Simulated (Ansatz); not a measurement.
# MoS2 monolayer (2H): from the cell to its phonons, part 3 of 4

How does MoS2 monolayer (2H) vibrate, and is this structure a minimum?

Ansatz 0.2.0; DFT PBEsol, scalar-relativistic, plane waves, PAW.

So far. Step 4 (Tight relaxation): The largest force component left is 0.051 meV/Å, within the tolerances set.

**5. Phonons on a q mesh**

Stability and thermal properties need the whole zone. Linear response on a 6×6×1 q mesh gives force constants as far as a supercell of that size would.

The input, input.yaml:

```yaml
crystal:
  lattice:
    - [3.1404959699, 0.0, 0.0]
    - [-1.5702479849, 2.7197492904, 0.0]
    - [0.0, 0.0, 30.0]
  atoms:
    - { symbol: Mo, position: [0.3333333333, 0.6666666667, 0.3333333333] }
    - { symbol: S, position: [0.6666666667, 0.3333333333, 0.3852798274] }
    - { symbol: S, position: [0.6666666667, 0.3333333333, 0.2813868392] }
  periodic: [true, true, false]
kpoints:
  mp_grid: { grid: [12, 12, 1] }
hamiltonian:
  xc: pbesol
scf:
  occupations: { method: fixed }
output:
  eigenvalues: true
phonons:
  method: dfpt
  dielectric: true
  raman: true
  qmesh: [6, 6, 1]
  temperatures: { t_max: 1000, t_step: 50 }
  qpath:
    path:
      - [0.0, 0.0, 0.0]
      - [0.5, 0.0, 0.0]
      - [0.33333333, 0.33333333, 0.0]
      - [0.0, 0.0, 0.0]
    npoints: 10
  isolated: true
```

Started as:

```
$ ansatz run input.yaml --threads 8 --pin off --max-ram 14336MiB --backend cpu --events-out ev --progress --plain --runs-dir out
```

Numbers of over 12 decimals in the logs are rounded to 6 here.

The program printed:

```text
Warning: phonons: the dynamical matrix that this run interpolates holds no multipole term above the dipole-dipole one, and a site of this crystal is no centre of inversion, so its interpolated transverse optical and acoustic branches and sound speeds can stay off near Gamma, and the density of states and the thermodynamics with them. What a run solves at a wave vector of phonons.qpoints, Gamma apart, where the deck admits one, is free of this, and under fd what a larger phonons.supercell samples
Warning: phonons.dielectric: true without phonons.rigid_motions: the static dielectric tensor ε⁰ will be withheld (ε∞, Z* and the rows of modes are given); for a crystal or a slab, whose only rigid motions are the translations, set phonons.rigid_motions: translations
[...]
Crystal: 3 atoms, lattice volume = 256.241 Å³
Basis set: ecut = 420 eV, 4961 PW (Γ), exchange–correlation on 48×48×432 points (8 copies of the dense FFT grid, shifted against one another)
Bands: 17, of which v1, the nominal top of the filled ones, is band 13 counted from 1 (12 counted from 0)
Symmetry: 12 space group operations
k-points: 43 of 144 (irreducible under 2 space group operations, time reversal used)
[...]
SCF iter   1: F=—  HF=-6670.138518 eV  |F-HF|=—  |Δ(HF+E_count)|=         —  Δρ=3.34e-3  dr2=3.74e-2  ethr=1.77e-3  ⟨swp⟩=8.0  Hψ=5112  notcnv=0  defer=79
[...]
SCF iter   9: F=-6670.142174 eV  HF=-6670.142174 eV  |F-HF|=4.53e-10  |Δ(HF+E_count)|=   5.00e-9  Δρ=1.12e-7  dr2=3.62e-11  ethr=1.00e-12  ⟨swp⟩=19.8  Hψ=8587  notcnv=0
SCF 1 converged in 9 iterations: F = -6670.142174 eV  dr2 = 3.62e-11
[...]
DFPT response loops at Γ: preconditioner auto → none (the input reference at scf.mixing.eps_inf says where Resta's filter doesn't serve); β = 0.50; Broyden in place of MSR1
── the response to a field inside a basis, on 18×18×2 k-points: an SCF that follows is theirs, and a resumed run solves both again ──
Bands: 14, of which v1, the nominal top of the filled ones, is band 13 counted from 1 (12 counted from 0)
k-points: 90
[...]
Eigensolver: Dense (90 Hₖ)
SCF iter   1: F=—  HF=-6670.135570 eV  |F-HF|=—  |Δ(HF+E_count)|=         —  Δρ=8.58e-5  dr2=3.69e-6  ethr=1.00e-1
[...]
SCF iter   6: F=-6670.135571 eV  HF=-6670.135571 eV  |F-HF|=9.09e-12  |Δ(HF+E_count)|=  1.64e-11  Δρ=6.80e-8  dr2=1.80e-11  ethr=1.00e-12
SCF 1 converged in 6 iterations: F = -6670.135571 eV  dr2 = 1.80e-11
[...]
NSCF: frozen V_eff on 19 k-points
[...]
SCF converged after 9 iterations
Free energy (F): -6670.142174 eV
[...]
Internal energy: -6670.142174 eV  (E = F + TS)
E sigma→0 (E₀):  -6670.142174 eV
Fermi energy:    -5.968588 eV
[...]
--- Band table (eV; the first three rows and the last of 43) ---
  k-point 0: bands = [... 9 lower, -7.8161, -7.4269, -7.4269, -6.0406, -3.0715, -3.0715, -2.7949, -2.7949]
  k-point 1: bands = [... 9 lower, -8.2929, -7.5998, -7.1150, -6.0835, -3.2189, -3.1069, -2.9204, -2.8818]
  k-point 2: bands = [... 9 lower, -8.1509, -8.0052, -7.0303, -6.3011, -3.6042, -3.2856, -3.2093, -2.4506]
  k-point 42: bands = [... 9 lower, -9.2861, -8.9547, -7.5992, -6.4850, -3.6960, -2.9767, -2.8226, -1.1739]
--- Phonons (Γ-DFPT): 4 representative perturbations + reference, on 43 of 144 k-points (Σ response iterations 20) ---
  k mesh reduced under 2 symmetry operations, with k and −k counted as one. Each operation leaves every solved perturbation unchanged. A smaller set is not considered because the run solves the response to a homogeneous field
  ASR residual: 3.582e-5 → 0.000e0 eV/Å²; symmetrization residual: 3.538e-5 eV/Å²
  ASR residual per site (eV/Å²): 3.58e-5 1.81e-5 1.81e-5
  Γ frequencies (cm⁻¹): 0.00 0.00 0.00 285.69 285.69 386.45 386.45 406.71 472.22
  ε∞ (high-frequency dielectric tensor):
        3.833257    -0.000000    -0.000000
       -0.000000     3.833257    -0.000000
       -0.000000    -0.000000     1.170098
  α∞ (the layer's polarisability for a field applied outside it; Å, Gaussian; ε∞ is over the cell's 30.000 Å):
        6.763904    -0.000000    -0.000000
       -0.000000     6.763904    -0.000000
       -0.000000    -0.000000     0.406080
  ε⁰ (static dielectric tensor): not given — the deck does not say what the cell's rigid motions are, and on a molecule in a box or a wire the rigid rotations would enter the sum over the modes at Γ. For a crystal or a slab, whose only rigid motions are the translations, set phonons.rigid_motions: translations.
  Born effective charges Z* (e; rows j = field, columns β = displacement):
    site 0:
        -1.13182    0.00000    0.00000
        -0.00000   -1.13182   -0.00000
         0.00000   -0.00000   -0.08091
    site 1:
         0.56591   -0.00000   -0.00000
        -0.00000    0.56591   -0.00000
        -0.00000   -0.00000    0.04046
    site 2:
         0.56591    0.00000    0.00000
         0.00000    0.56591    0.00000
        -0.00000    0.00000    0.04046
  Z* charge neutrality: 1.161e-3 e pre-enforcement
  solved inside a basis spanned on kpoints, on 18×18×2 k-points transformed towards the longest dipole: ε∞ is read to err by 1.2e-2, Z* by 1.5e-2 e (field_mesh: kpoints solves on kpoints); Z* is corrected for what the basis lacks
  Raman tensors (in the event stream and the table raman_tensors.tsv): an entry may err by 3.7e-2 Å², one of the second-order susceptibility by 1.0e-2 pm/V (basis, points and sum rule); their sum over the sites missed zero by 8.561e-5 Å² ahead of its enforcement
  optical modes at Γ without the LO–TO term, one row a degenerate level:
      ω (cm⁻¹)  modes    IR ((D/Å)²/amu)  static Raman (Å⁴/amu)  depolarisation
        285.69      2             0.0000                 0.0004           0.750
        386.45      2             1.5379               318.8948           0.750
        406.71      1             0.0000                88.5911           0.099
        472.22      1             0.0039                 0.0000               —
--- Phonons (arbitrary-q DFPT): 7 irreducible q on the 6×6×1 mesh ---
  q = [0.0000, 0.0000, 0.0000] (star 1, of the zone-centre solve; hermiticity 1.12e-6, symmetrization 5.62e-7): -0.00 0.00 0.00 285.69 285.69 386.45 386.45 406.71 472.22
  q = [0.0000, 0.1667, 0.0000] (star 6, 6 solved perturbations on 78 of 144 k-point pairs; hermiticity 4.26e-7, symmetrization 6.26e-10): 45.76 81.30 129.74 292.30 307.97 372.14 383.10 410.47 450.06
[...]
q = [0.1667, 0.1667, 0.0000] (star 6, 4 solved perturbations in 444 linear systems a pass and spin channel, the states on 144 of 144 k-point pairs; hermiticity 3.48e-7, symmetrization 3.97e-10): 105.24 141.98 188.02 303.79 328.82 353.37 380.23 409.70 416.34
[...]
sum rule: each row above includes the acoustic sum rule's correction from the zone centre's row sums; it moved no ω² by more than (0.39 cm⁻¹)²
  mesh force constants: q→R imaginary residual 7.64e-19; ASR residual 3.582e-5 → 0.000e0 eV/Å²; symmetrization residual 2.487e-14 eV/Å²
  interpolated dispersion: 31 rows × 9 modes
  density of states and harmonic sums: on the 24×24×1 q-mesh, interpolated from the force constants of a 6×6×1 supercell (with the dipole–dipole term)
  largest difference from the sums on the solved wave vectors: F 2.60e-2 eV, S 3.27e-5 and C_V 6.73e-6 eV/K
  zero-point energy: 0.164059 eV/cell   skipped modes (ω ≤ 0): 3   left out of the sums: 5.79e-4 of the cell's modes: C_V's classical limit lies that fraction below 3 k_B per atom; for a crystal, a wire or a layer, F and S can be off by more, and a phonons.interpolated_qmesh denser along its periods is the remedy for the sampling
```

It took 5.6 min on 8 threads of Arm Neoverse V2, shared host; peak memory 3 GiB.

This step gave:

| Item | Value |
| --- | --- |
| sum-rule residual before enforcement | 3.58e-5 eV/Å² |
| miss of the charge sum rule | 0.001161 e |
| estimated error of the dielectric tensor | 0.01206 |
| estimated error of the Born charges | 0.01506 e |
| lowest frequency on the path | 0 cm⁻¹ |
| point group | -6m2 |
| highest frequency on the path or at a solved wavevector | 472.2 cm⁻¹ |
| mean frequency | 294.3 cm⁻¹ |
| highest optical mode at the zone centre (no LO-TO term) | 472.2 cm⁻¹ |
| lowest optical zone-centre mode | 285.7 cm⁻¹ |
| largest Born charge (third of the trace) | -0.7815 e |
| lowest mode on the q mesh (acoustic modes at Γ apart) | 45.76 cm⁻¹ |
| zero-point energy per atom | 54.69 meV |
| heat capacity at 300 K | 20.86 J/(mol atoms K) |
| vibrational entropy at 300 K | 21.26 J/(mol atoms K) |
| edges of the widest gap between branches, on path and mesh | 235.9, 285.7 cm⁻¹ |

High-frequency dielectric tensor, averaged over the cell of height 30.0 Å or as lengthened by the program, vacuum included. Tensor:

```csv
,x,y,z
x,3.833,0,0
y,0,3.833,0
z,0,0,1.17
```

Born charge (rows field, columns displacement) (e), principal values of the symmetric part by kind of site:

```csv
atom,atoms with these values,low,middle,high,mean
Mo1,1,-1.13,-1.13,-0.08,-0.78
S2,2,0.04,0.57,0.57,0.39
```

In full for Mo1:

```
-1.13  0.00  0.00
 0.00 -1.13  0.00
 0.00  0.00 -0.08
```

Transverse modes. Lines of the infrared spectrum (strongest = 100):

```
position (cm⁻¹)  label  relative intensity
            286    E''                 0.0
            386     E'                 100
            407    A1'                 0.0
            472   A2''                 0.3
```

Activity x (w_L - w)^4 (n + 1)/w, 532 nm, 300 K; the tensors are static ones, while 532 nm light lies above the computed direct gap, where resonance would change the heights. Raman lines, with heights relative to the strongest:

```csv
position (cm⁻¹),label,relative intensity
286,E'',0.0
386,E',100
407,A1',26
472,A2'',0.0
```

Frequencies (cm⁻¹) solved at each irreducible wavevector; negative means imaginary. Frequencies by wavevector, by row:

```csv
q in reciprocal lattice units,star,mode 1,mode 2,mode 3,mode 4,mode 5,mode 6,mode 7,mode 8,mode 9
0 0 0,1,0,0,0,285.7,285.7,386.4,386.4,406.7,472.2
0 0.1667 0,6,45.8,81.3,129.7,292.3,308,372.1,383.1,410.5,450.1
0 0.3333 0,6,128.8,137.9,213.8,302.6,335,353.4,373.5,405.2,411.5
0 -0.5 0,3,156.5,171.9,235.9,307,334.4,353.6,368,388.5,409.7
0.1667 0.1667 0,6,105.2,142,188,303.8,328.8,353.4,380.2,409.7,416.3
0.1667 0.3333 0,12,164,179,220.9,317.8,333.9,346.6,376.6,385.9,403.9
0.3333 0.3333 0,2,179.8,186.1,235.1,323.7,336.2,336.4,376.7,383.5,395.6
```

Interpolated from a 6×6×1 q mesh, with the LO-TO term (at Γ the limit along the path; where Γ stands inside the path, tables give the limit on arrival). The phonon branches at the labelled points (cm⁻¹):

| point | branch 1 | branch 2 | branch 3 | branch 4 | branch 5 | branch 6 | branch 7 | branch 8 | branch 9 |
| --- | --- | --- | --- | --- | --- | --- | --- | --- | --- |
| Γ | 0 | 0 | 0 | 286 | 286 | 386 | 386 | 407 | 472 |
| halfway | 88 | 114 | 180 | 298 | 324 | 360 | 379 | 412 | 428 |
| M | 156 | 172 | 236 | 307 | 334 | 354 | 368 | 388 | 410 |
| halfway | 174 | 182 | 226 | 321 | 330 | 346 | 377 | 383 | 403 |
| K | 180 | 186 | 235 | 324 | 336 | 336 | 377 | 384 | 396 |
| halfway | 105 | 142 | 188 | 304 | 329 | 353 | 380 | 410 | 416 |
| Γ | 0 | 0 | 0 | 286 | 286 | 386 | 386 | 407 | 472 |

The phonon branches as a text plot (rows in cm⁻¹):

```
    462 |*******                                           ******
    443 |       **                                    *****
    423 |         ****                              **
    403 |********************************************************
    384 |*************  *****************************************
    364 |       ******************                    *****
    344 |             ********************************
    325 |         ****      *****************************
    305 |   **********************                ***********
    285 |*********                                       ********
    266 |
    246 |
    226 |             *************************
    207 |           **                         *****
    187 |         **               ***************  **
    167 |                 ************       **   **  ***
    148 |       **    ********                 ***  **
    128 |     **    ****                          **     **
    108 |         ****                              *****
     89 |   **  ****                                     ****
     69 |     ****                                    ***  **
     49 | ****                                           **  ***
     30 | **  **                                           *****
     10 |*****                                               ****
         Γ                   M           K                      Γ
```

Tetrahedra on a 24×24×1 mesh, mean over bins of 5 cm-1. Interpolated from a 6×6×1 q mesh. Phonon density of states against wavenumber; read off at these points:

wavenumber (cm⁻¹), phonon density of states (1/cm⁻¹/cell) and a bar:
```
        2      0.002 #
       18      0.003 #
       32      0.004 #
       52      0.005 #
       68      0.006 ##
       82      0.007 ##
       98      0.009 ###
      118      0.011 ###
      132      0.014 ####
      148      0.019 ######
      162      0.029 #########
      182      0.017 #####
      198      0.007 ##
      212      0.014 ####
      228      0.032 #########
      248      0.000 
      262      0.000 
      278      0.000 
      292      0.021 ######
      308      0.048 ##############
      312      0.032 ##########
      328      0.021 ######
      332      0.088 ##########################
      342      0.022 ######
      352      0.064 ###################
      358      0.017 #####
      378      0.101 ##############################
      392      0.021 ######
      408      0.092 ###########################
      422      0.007 ##
      442      0.005 ##
      458      0.005 #
      472      0.002
```

The partial phonon density of states has structure finer than the step of the table below, so its rows give means over 20 cm⁻¹, whole bins alone (the curve runs from -10 to 496 cm⁻¹). Peaks (cm⁻¹: height): Mo 171.5: 0.0225, 225.7: 0.0177, 378.5: 0.0372, 410.4: 0.0200; S 171.5: 0.0143, 305.3: 0.0408, 334.0: 0.0724, 349.9: 0.0493, 378.5: 0.0512, 410.4: 0.0638.

Phonopy on the run's constants, 21x21x1 mesh, Gaussian sigma 3.6 cm-1. Interpolated from a 6×6×1 q mesh. The partial phonon density of states by wavenumber; means over each step; values in 1/cm⁻¹/cell:

```
wavenumber (cm⁻¹)       Mo        S
                0   7.4e-4   5.1e-4
               20  0.00165  0.00118
               40  0.00254  0.00186
               60  0.00297  0.00222
               80  0.00383  0.00289
              100  0.00518  0.00389
              120  0.00638  0.00479
              140  0.00946  0.00696
              160   0.0170   0.0117
              180   0.0175  0.00947
              200  0.00663  0.00306
              220   0.0134  0.00728
              240  0.00457  0.00232
              260   3.0e-7        0
              280   5.2e-6  0.00432
              300   1.5e-4   0.0311
              320   4.0e-4   0.0342
              340   6.6e-4   0.0494
              360  0.00430   0.0251
              380   0.0274   0.0392
              400   0.0140   0.0345
              420  0.00690   0.0178
              440  0.00228  0.00320
              460  0.00181  0.00263
              480   2.6e-4   3.8e-4
```

[end of part 3 of 4]

[Logs are printed without paths, hosts, clocks, repeated set-up lines and the standing remarks that a program may print on its own settings, such as how far it seeks lower states.]

[Hosts, paths, dates, database ids (printed as entryN), source tags and the programs' standing remarks are cut or masked in the printed files.]
